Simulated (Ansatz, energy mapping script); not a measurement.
# Spin model of ScNiO2 in the infinite layer structure from collinear orders

How strongly do the moments of ScNiO2 in the infinite layer structure couple under PBE+U (6 eV)? The plan is to run several orders and fit a Heisenberg model.

Calculated with Ansatz 0.2.0; PBE with U = 6 eV on Ni d, ortho-atomic projectors; plane waves, U on orthogonalised atomic orbitals unless named otherwise, collinear spin, no spin–orbit coupling.

This is a report of a sequence of runs, with most program output left out.

## Step 1: Set-up

The structure is tetragonal, space group P4/mmm (No. 123). The conventional cell has a = 3.831 Å, b = 3.831 Å, c = 2.882 Å, α = 90.00°, β = 90.00°, γ = 90.00°. Sc has 8 O at 2.40 Å nearest. Nearest to Ni lie 4 O at 1.92 Å. Nearest to O lie 2 Ni at 1.92 Å and 4 Sc at 2.40 Å. infinite layer prototype, lattice guessed from radii. Farther neighbours and most contacts between anions are not listed.

Coordinates:

```cif
data_structure
_symmetry_space_group_name_H-M 'P 1'
_symmetry_Int_Tables_number 1
_cell_length_a 3.8306
_cell_length_b 3.8306
_cell_length_c 2.8823
_cell_angle_alpha 90.000
_cell_angle_beta 90.000
_cell_angle_gamma 90.000
_cell_volume 42.29
loop_
_atom_site_label
_atom_site_type_symbol
_atom_site_fract_x
_atom_site_fract_y
_atom_site_fract_z
_atom_site_occupancy
Sc1 Sc 0.50000 0.50000 0.50000 1
Ni2 Ni 0.00000 0.00000 0.00000 1
O3 O 0.50000 0.00000 0.00000 1
O4 O 0.00000 0.50000 0.00000 1
```

This cell was built for the study (infinite layer prototype, lattice guessed from radii), not taken from an experiment; the compound need not form in this structure.

The cell was relaxed beforehand in Ansatz under PBE with U = 6 eV on Ni d, ortho-atomic projectors, from parallel moments.

The U corrects the self-interaction that lets semilocal functionals spread d and f electrons too far. Its value here is typed, not computed.

## Step 2: Which atoms carry moments

One run in the crystal's own cell, under PBE with U = 5.4 eV on Ni d, ortho-atomic projectors, shows which elements keep a moment. Transition or f elements with 0.3 μB or more enter the spin model; moments induced on other atoms do not.

Contents of input.yaml:

```yaml
crystal:
  lattice:
    - [3.830613561, 0.0, 0.0]
    - [0.0, 3.830613561, 0.0]
    - [0.0, 0.0, 2.882333349]
  atoms:
    - { symbol: Sc, position: [0.5, 0.5, 0.5] }
    - { symbol: Ni, position: [0.0, 0.0, 0.0], spin: 2.0 }
    - { symbol: O, position: [0.5, 0.0, 0.0] }
    - { symbol: O, position: [0.0, 0.5, 0.0] }
magnetization:
  spin_polarized: true
kpoints:
  mp_grid: { grid: [7, 7, 9] }
hamiltonian:
  xc: pbe
  hubbard:
    sites: [{ species: Ni, l: d, u_eff: 5.4 }]
    projectors: ortho-atomic
scf:
  occupations: { method: fermi_dirac, width: 0.05 }
output:
  eigenvalues: true
```

Started as:

```console
$ ansatz run input.yaml --threads 4 --pin off --max-ram 8192MiB --backend cpu --events-out ev --progress --plain --runs-dir out
```

The job ended after 24 s (4 threads of Arm Neoverse V2, shared host; peak memory 0.8 GiB).

Spin moment in the sphere by atom:

```
atom  spin moment in the sphere (μB)
 Sc1                          -0.003
 Ni2                           0.755
  O3                          -0.011
  O4                          -0.011
```

The run ends ferromagnetic; Ni carries the moments.

## Step 3: Seed run in the crystal's own cell

A corrected shell can settle in several orbital fillings. One parallel run, with an occupation width a fifth wider than the orders use, therefore is to supply the occupation matrices. All orders start from them.

input.yaml, the sections that differ from step 2:

```yaml
kpoints:
  mp_grid: { grid: [10, 10, 12] }
hamiltonian:
  xc: pbe
  hubbard:
    sites: [{ species: Ni, l: d, u_eff: 6.0 }]
    projectors: ortho-atomic
scf:
  occupations: { method: fermi_dirac, width: 0.06 }
# crystal, magnetization, output: as in step 2
```

It took 80 s on 4 threads; peak memory 1.5 GiB; 5 min of CPU time.

Read from the output:

- final state: ferromagnetic
- electrons in the corrected shells: 8.763 e
- largest moment: 0.769 μB

## Step 4: Order 1: parallel, cell A of 8 atoms

Each cell gets its own parallel run on the same mesh, so that most of the mesh error cancels in the differences.

Contents of input.yaml:

```yaml
crystal:
  lattice:
    - [3.830613561, 0.0, 0.0]
    - [0.0, 3.830613561, 0.0]
    - [0.0, 0.0, 5.764666698]
  atoms:
    - { symbol: Sc, position: [0.5, 0.5, 0.25] }
    - { symbol: Sc, position: [0.5, 0.5, 0.75] }
    - { symbol: Ni, position: [0.0, 0.0, 0.0], spin: 2.0 }
    - { symbol: Ni, position: [0.0, 0.0, 0.5], spin: 2.0 }
    - { symbol: O, position: [0.5, 0.0, 0.0] }
    - { symbol: O, position: [0.5, 0.0, 0.5] }
    - { symbol: O, position: [0.0, 0.5, 0.0] }
    - { symbol: O, position: [0.0, 0.5, 0.5] }
magnetization:
  spin_polarized: true
kpoints:
  mp_grid: { grid: [10, 10, 6] }
hamiltonian:
  xc: pbe
  hubbard:
    sites:
      - { species: Ni, l: d, u_eff: 6.0 }
      - { site: 2, l: d, u_eff: 6.0, starting_ns: [{ spin: up, occupation_matrix: ni2_major }, { spin: down, occupation_matrix: ni2_minor }] }
      - { site: 3, l: d, u_eff: 6.0, starting_ns: [{ spin: up, occupation_matrix: ni2_major }, { spin: down, occupation_matrix: ni2_minor }] }
    projectors: ortho-atomic
    occupation_matrices:
      ni2_major:
        matrix:
          - [0.93, 0.0, 0.0, 0.0, 0.0]
          - [0.0, 0.981, 0.0, 0.0, 0.0]
          - [0.0, 0.0, 0.981, 0.0, 0.0]
          - [0.0, 0.0, 0.0, 0.893, 0.0]
          - [0.0, 0.0, 0.0, 0.0, 0.985]
      ni2_minor:
        matrix:
          - [0.901, 0.0, 0.0, 0.0, 0.0]
          - [0.0, 0.975, 0.0, 0.0, 0.0]
          - [0.0, 0.0, 0.975, 0.0, 0.0]
          - [0.0, 0.0, 0.0, 0.159, 0.0]
          - [0.0, 0.0, 0.0, 0.0, 0.982]
scf:
  occupations: { method: fermi_dirac, width: 0.05 }
output:
  eigenvalues: true
  write_density: true
  write_potential: true
  elf: true
  volumetric_format: npy
```

The job ended after 19 s (4 threads; peak memory 0.9 GiB; 73 s of CPU time).

Spin moment in the sphere by atom:

```
atom  spin moment in the sphere (μB)
 Sc1                          -0.005
 Sc2                          -0.005
 Ni3                           0.769
 Ni4                           0.769
  O5                          -0.014
  O6                          -0.014
  O7                          -0.014
  O8                          -0.014
```

The run ends ferromagnetic.

Spin density in the ac plane at fractional y = 0.000, with atoms of Ni and O within 0.2 Å of it.

Ten even steps from '0' (-0.1 e/Å³) to '9' (2.6 e/Å³), each cell a mean:
```
33100000000023
00000000000000
00000000000000
00000000000000
00000000000000
00000000000000
00000000000000
00000000000000
00000000000000
65200000000035
86200000000147
01100000000011
00000000000000
00000000000000
00000000000000
00000000000000
00000000000000
00000000000000
00000000000000
22100000000012
97300000000148
```
Columns run along a (3.8 Å), rows up along c (5.8 Å). Atoms in or near the plane, at fractional coordinates: Ni at (0.00, 0.00), Ni at (0.00, 0.50), O at (0.50, 0.00), O at (0.50, 0.50).

ELF in the ac plane at fractional y = 0.000, with atoms of Ni and O within 0.2 Å of it. It is the smooth field of the valence electrons, not physical close to the nuclei.

Ten even steps from '0' (0.07) to '9' (0.81), each cell a mean:
```
64105986893025
33104999982023
22102689851012
11100234310011
11000000000011
11000000000011
11101355521011
22103799862012
43105999983024
75206975894035
75206964794036
54105998983024
32103899972022
11101467631011
11100111100011
11000000000011
11100123210011
21102578741011
33104899972023
54105987993025
85206963794036
```
Columns run along a (3.8 Å), rows up along c (5.8 Å). Atoms in or near the plane, at fractional coordinates: Ni at (0.00, 0.00), Ni at (0.00, 0.50), O at (0.50, 0.00), O at (0.50, 0.50).

## Step 5: Compensated +− start in cell A (8 atoms)

This order reverses 2 of the 2 neighbours at 2.88 Å, 0 of the 4 neighbours at 3.83 Å and 8 of the 8 neighbours at 4.79 Å, counted for an average magnetic atom.

Edit input.yaml of step 4 so:

```diff
@@ -9,3 +9,3 @@
     - { symbol: Ni, position: [0.0, 0.0, 0.0], spin: 2.0 }
-    - { symbol: Ni, position: [0.0, 0.0, 0.5], spin: 2.0 }
+    - { symbol: Ni, position: [0.0, 0.0, 0.5], spin: -2.0 }
     - { symbol: O, position: [0.5, 0.0, 0.0] }
@@ -24,3 +24,3 @@
       - { site: 2, l: d, u_eff: 6.0, starting_ns: [{ spin: up, occupation_matrix: ni2_major }, { spin: down, occupation_matrix: ni2_minor }] }
-      - { site: 3, l: d, u_eff: 6.0, starting_ns: [{ spin: up, occupation_matrix: ni2_major }, { spin: down, occupation_matrix: ni2_minor }] }
+      - { site: 3, l: d, u_eff: 6.0, starting_ns: [{ spin: up, occupation_matrix: ni2_minor }, { spin: down, occupation_matrix: ni2_major }] }
     projectors: ortho-atomic
```

Elapsed: 10 s, on 4 threads; peak memory 0.87 GiB; 39 s of CPU time.

Spin moment in the sphere by atom:

```
atom  spin moment in the sphere (μB)
 Sc1                           0.000
 Sc2                           0.000
 Ni3                           0.772
 Ni4                          -0.772
  O5                          -0.010
  O6                           0.010
  O7                          -0.010
  O8                           0.010
```

The run ends antiferromagnetic, 0.93 meV a magnetic atom below the parallel order of its cell, a difference that unlike orbital or electronic states can set, not exchange alone (energies taken at zero occupation width, not the printed F).

Spin density in the ac plane at fractional y = 0.000, with atoms of Ni and O within 0.2 Å of it.

Ten even steps from '_' (-2.2 e/Å³) to '@' (2.6 e/Å³), each cell a mean:
```
****++==================++**
============================
============================
============================
============================
============================
============================
============================
============================
....--==================::..
____--==================::__
==--========================
============================
============================
============================
============================
============================
============================
============================
++++++==================++++
@@%%**================++##@@
```
Columns run along a (3.8 Å), rows up along c (5.8 Å). Atoms in or near the plane, at fractional coordinates: Ni at (0.00, 0.00), Ni at (0.00, 0.50), O at (0.50, 0.00), O at (0.50, 0.50).

ELF in the ac plane at fractional y = 0.000, with atoms of Ni and O within 0.2 Å of it. It is the smooth field of the valence electrons, not physical close to the nuclei.

Ten even steps from '0' (0.07) to '9' (0.81), each cell a mean:
```
64105986893025
33104999982023
22102689851012
11100234310011
11000000000011
11000000000011
11101355521011
22103799862012
43105999983024
75206975894035
75206964794036
54105998983024
32103899972022
11101467631011
11100111100011
11000000000011
11100123210011
21102578741011
33104899972023
54105987993025
85206963794036
```
Columns run along a (3.8 Å), rows up along c (5.8 Å). Atoms in or near the plane, at fractional coordinates: Ni at (0.00, 0.00), Ni at (0.00, 0.50), O at (0.50, 0.00), O at (0.50, 0.50).

## Step 6: Run 3 (parallel; cell B, 8 atoms)

A new cell needs its own zero of energy.

This run holds the same structure in another cell (a 3.831 → 2.882 Å, c 5.765 → 7.661 Å).

Contents of input.yaml:

```yaml
crystal:
  lattice:
    - [0.0, 0.0, 2.882333349]
    - [3.830613561, 0.0, 0.0]
    - [0.0, 7.661227122, 0.0]
  atoms:
    - { symbol: Sc, position: [0.5, 0.5, 0.25] }
    - { symbol: Sc, position: [0.5, 0.5, 0.75] }
    - { symbol: Ni, position: [0.0, 0.0, 0.0], spin: 2.0 }
    - { symbol: Ni, position: [0.0, 0.0, 0.5], spin: 2.0 }
    - { symbol: O, position: [0.0, 0.5, 0.0] }
    - { symbol: O, position: [0.0, 0.5, 0.5] }
    - { symbol: O, position: [0.0, 0.0, 0.25] }
    - { symbol: O, position: [0.0, 0.0, 0.75] }
magnetization:
  spin_polarized: true
kpoints:
  mp_grid: { grid: [12, 10, 5] }
hamiltonian:
  xc: pbe
  hubbard:
    sites:
      - { species: Ni, l: d, u_eff: 6.0 }
      - { site: 2, l: d, u_eff: 6.0, starting_ns: [{ spin: up, occupation_matrix: ni2_major }, { spin: down, occupation_matrix: ni2_minor }] }
      - { site: 3, l: d, u_eff: 6.0, starting_ns: [{ spin: up, occupation_matrix: ni2_major }, { spin: down, occupation_matrix: ni2_minor }] }
    projectors: ortho-atomic
    occupation_matrices:
      ni2_major:
        matrix:
          - [0.93, 0.0, 0.0, 0.0, 0.0]
          - [0.0, 0.981, 0.0, 0.0, 0.0]
          - [0.0, 0.0, 0.981, 0.0, 0.0]
          - [0.0, 0.0, 0.0, 0.893, 0.0]
          - [0.0, 0.0, 0.0, 0.0, 0.985]
      ni2_minor:
        matrix:
          - [0.901, 0.0, 0.0, 0.0, 0.0]
          - [0.0, 0.975, 0.0, 0.0, 0.0]
          - [0.0, 0.0, 0.975, 0.0, 0.0]
          - [0.0, 0.0, 0.0, 0.159, 0.0]
          - [0.0, 0.0, 0.0, 0.0, 0.982]
scf:
  occupations: { method: fermi_dirac, width: 0.05 }
output:
  eigenvalues: true
```

It took 26 s on 4 threads; peak memory 1.1 GiB.

The run ends ferromagnetic. For each magnetic atom its energy differs from the parallel run of the first cell by 0.00 meV, an error that one common reference would have brought in.

## Step 7: Order 4: compensated +−, cell B of 8 atoms

This order reverses 0 of the 2 neighbours at 2.88 Å, 2 of the 4 neighbours at 3.83 Å and 4 of the 8 neighbours at 4.79 Å, counted for an average magnetic atom.

Edit input.yaml of step 6 so:

```diff
@@ -9,3 +9,3 @@
     - { symbol: Ni, position: [0.0, 0.0, 0.0], spin: 2.0 }
-    - { symbol: Ni, position: [0.0, 0.0, 0.5], spin: 2.0 }
+    - { symbol: Ni, position: [0.0, 0.0, 0.5], spin: -2.0 }
     - { symbol: O, position: [0.0, 0.5, 0.0] }
@@ -24,3 +24,3 @@
       - { site: 2, l: d, u_eff: 6.0, starting_ns: [{ spin: up, occupation_matrix: ni2_major }, { spin: down, occupation_matrix: ni2_minor }] }
-      - { site: 3, l: d, u_eff: 6.0, starting_ns: [{ spin: up, occupation_matrix: ni2_major }, { spin: down, occupation_matrix: ni2_minor }] }
+      - { site: 3, l: d, u_eff: 6.0, starting_ns: [{ spin: up, occupation_matrix: ni2_minor }, { spin: down, occupation_matrix: ni2_major }] }
     projectors: ortho-atomic
```

It took 12 s on 4 threads; peak memory 1.1 GiB.

The run ends antiferromagnetic, 99.43 meV a magnetic atom above the parallel order of its cell, a difference that unlike orbital or electronic states can set, not exchange alone (energies taken at zero occupation width, not the printed F).

## Step 8: Parallel start in cell C (8 atoms)

The parallel order again, as the reference for this cell.

This run holds the same structure in another cell (a 2.882 → 4.794 Å, b 3.831 → 4.794 Å, c 7.661 → 4.794 Å, α 90.0 → 106.1°, β 90.0 → 111.2°, γ 90.0 → 111.2°).

Contents of input.yaml:

```yaml
crystal:
  lattice:
    - [3.830613561, 0.0, 2.882333349]
    - [0.0, -3.830613561, -2.882333349]
    - [0.0, 3.830613561, -2.882333349]
  atoms:
    - { symbol: Sc, position: [0.5, 0.25, 0.75] }
    - { symbol: Sc, position: [0.5, 0.75, 0.25] }
    - { symbol: Ni, position: [0.0, 0.5, 0.5], spin: 2.0 }
    - { symbol: Ni, position: [0.0, 0.0, 0.0], spin: 2.0 }
    - { symbol: O, position: [0.5, 0.75, 0.75] }
    - { symbol: O, position: [0.5, 0.25, 0.25] }
    - { symbol: O, position: [0.0, 0.25, 0.75] }
    - { symbol: O, position: [0.0, 0.75, 0.25] }
magnetization:
  spin_polarized: true
kpoints:
  mp_grid: { grid: [10, 10, 10] }
hamiltonian:
  xc: pbe
  hubbard:
    sites:
      - { species: Ni, l: d, u_eff: 6.0 }
      - { site: 2, l: d, u_eff: 6.0, starting_ns: [{ spin: up, occupation_matrix: ni2_major }, { spin: down, occupation_matrix: ni2_minor }] }
      - { site: 3, l: d, u_eff: 6.0, starting_ns: [{ spin: up, occupation_matrix: ni2_major }, { spin: down, occupation_matrix: ni2_minor }] }
    projectors: ortho-atomic
    occupation_matrices:
      ni2_major:
        matrix:
          - [0.93, 0.0, 0.0, 0.0, 0.0]
          - [0.0, 0.981, 0.0, 0.0, 0.0]
          - [0.0, 0.0, 0.981, 0.0, 0.0]
          - [0.0, 0.0, 0.0, 0.893, 0.0]
          - [0.0, 0.0, 0.0, 0.0, 0.985]
      ni2_minor:
        matrix:
          - [0.901, 0.0, 0.0, 0.0, 0.0]
          - [0.0, 0.975, 0.0, 0.0, 0.0]
          - [0.0, 0.0, 0.975, 0.0, 0.0]
          - [0.0, 0.0, 0.0, 0.159, 0.0]
          - [0.0, 0.0, 0.0, 0.0, 0.982]
scf:
  occupations: { method: fermi_dirac, width: 0.05 }
output:
  eigenvalues: true
```

It took 20 s on 4 threads; peak memory 1 GiB; 78 s of CPU time.

The run ends ferromagnetic. For each magnetic atom its energy differs from the parallel run of the first cell by 1.69 meV, an error that one common reference would have brought in.

## Step 9: Order 6: compensated +−, cell C of 8 atoms

This order reverses 2 of the 2 neighbours at 2.88 Å, 4 of the 4 neighbours at 3.83 Å and 0 of the 8 neighbours at 4.79 Å, counted for an average magnetic atom.

Edit input.yaml of step 8 so:

```diff
@@ -9,3 +9,3 @@
     - { symbol: Ni, position: [0.0, 0.5, 0.5], spin: 2.0 }
-    - { symbol: Ni, position: [0.0, 0.0, 0.0], spin: 2.0 }
+    - { symbol: Ni, position: [0.0, 0.0, 0.0], spin: -2.0 }
     - { symbol: O, position: [0.5, 0.75, 0.75] }
@@ -24,3 +24,3 @@
       - { site: 2, l: d, u_eff: 6.0, starting_ns: [{ spin: up, occupation_matrix: ni2_major }, { spin: down, occupation_matrix: ni2_minor }] }
-      - { site: 3, l: d, u_eff: 6.0, starting_ns: [{ spin: up, occupation_matrix: ni2_major }, { spin: down, occupation_matrix: ni2_minor }] }
+      - { site: 3, l: d, u_eff: 6.0, starting_ns: [{ spin: up, occupation_matrix: ni2_minor }, { spin: down, occupation_matrix: ni2_major }] }
     projectors: ortho-atomic
```

Wall time 17 s (4 threads); peak memory 0.97 GiB; 66 s of CPU time.

The run ends antiferromagnetic, 164.15 meV a magnetic atom above the parallel order of its cell, a difference that unlike orbital or electronic states can set, not exchange alone (energies taken at zero occupation width, not the printed F).

## Step 10: Run 7 (parallel; cell D, 8 atoms)

This run holds the same structure in another cell (a 4.794 → 2.882 Å, b 4.794 → 5.417 Å, c 4.794 → 5.417 Å, α 106.1 → 90.0°, β 111.2 → 90.0°, γ 111.2 → 90.0°).

Contents of input.yaml:

```yaml
crystal:
  lattice:
    - [0.0, 0.0, -2.882333349]
    - [3.830613561, 3.830613561, 0.0]
    - [3.830613561, -3.830613561, 0.0]
  atoms:
    - { symbol: Sc, position: [0.5, 0.5, 0.0] }
    - { symbol: Sc, position: [0.5, 0.0, 0.5] }
    - { symbol: Ni, position: [0.0, 0.0, 0.0], spin: 2.0 }
    - { symbol: Ni, position: [0.0, 0.5, 0.5], spin: 2.0 }
    - { symbol: O, position: [0.0, 0.25, 0.25] }
    - { symbol: O, position: [0.0, 0.75, 0.75] }
    - { symbol: O, position: [0.0, 0.25, 0.75] }
    - { symbol: O, position: [0.0, 0.75, 0.25] }
magnetization:
  spin_polarized: true
kpoints:
  mp_grid: { grid: [12, 7, 7] }
hamiltonian:
  xc: pbe
  hubbard:
    sites:
      - { species: Ni, l: d, u_eff: 6.0 }
      - { site: 2, l: d, u_eff: 6.0, starting_ns: [{ spin: up, occupation_matrix: ni2_major }, { spin: down, occupation_matrix: ni2_minor }] }
      - { site: 3, l: d, u_eff: 6.0, starting_ns: [{ spin: up, occupation_matrix: ni2_major }, { spin: down, occupation_matrix: ni2_minor }] }
    projectors: ortho-atomic
    occupation_matrices:
      ni2_major:
        matrix:
          - [0.93, 0.0, 0.0, 0.0, 0.0]
          - [0.0, 0.981, 0.0, 0.0, 0.0]
          - [0.0, 0.0, 0.981, 0.0, 0.0]
          - [0.0, 0.0, 0.0, 0.893, 0.0]
          - [0.0, 0.0, 0.0, 0.0, 0.985]
      ni2_minor:
        matrix:
          - [0.901, 0.0, 0.0, 0.0, 0.0]
          - [0.0, 0.975, 0.0, 0.0, 0.0]
          - [0.0, 0.0, 0.975, 0.0, 0.0]
          - [0.0, 0.0, 0.0, 0.159, 0.0]
          - [0.0, 0.0, 0.0, 0.0, 0.982]
scf:
  occupations: { method: fermi_dirac, width: 0.05 }
output:
  eigenvalues: true
```

Elapsed: 13 s, on 4 threads; peak memory 0.81 GiB.

The run ends ferromagnetic. For each magnetic atom its energy differs from the parallel run of the first cell by 1.70 meV, an error that one common reference would have brought in.

(Part 1 of 2 ends here.)

[Logs and program files are shortened in this print: banners, set-up blocks, solver, clock and traceback lines can be left out without a mark of their own.]

[Logs are printed without paths, hosts, clocks, repeated set-up lines and the standing remarks that a program may print on its own settings, such as how far it seeks lower states.]

[Hosts, paths, dates, database ids (printed as entryN), source tags and the programs' standing remarks are cut or masked in the printed files.]

[Where a cell is said to come from a database of computed structures, the database is the Materials Project.]
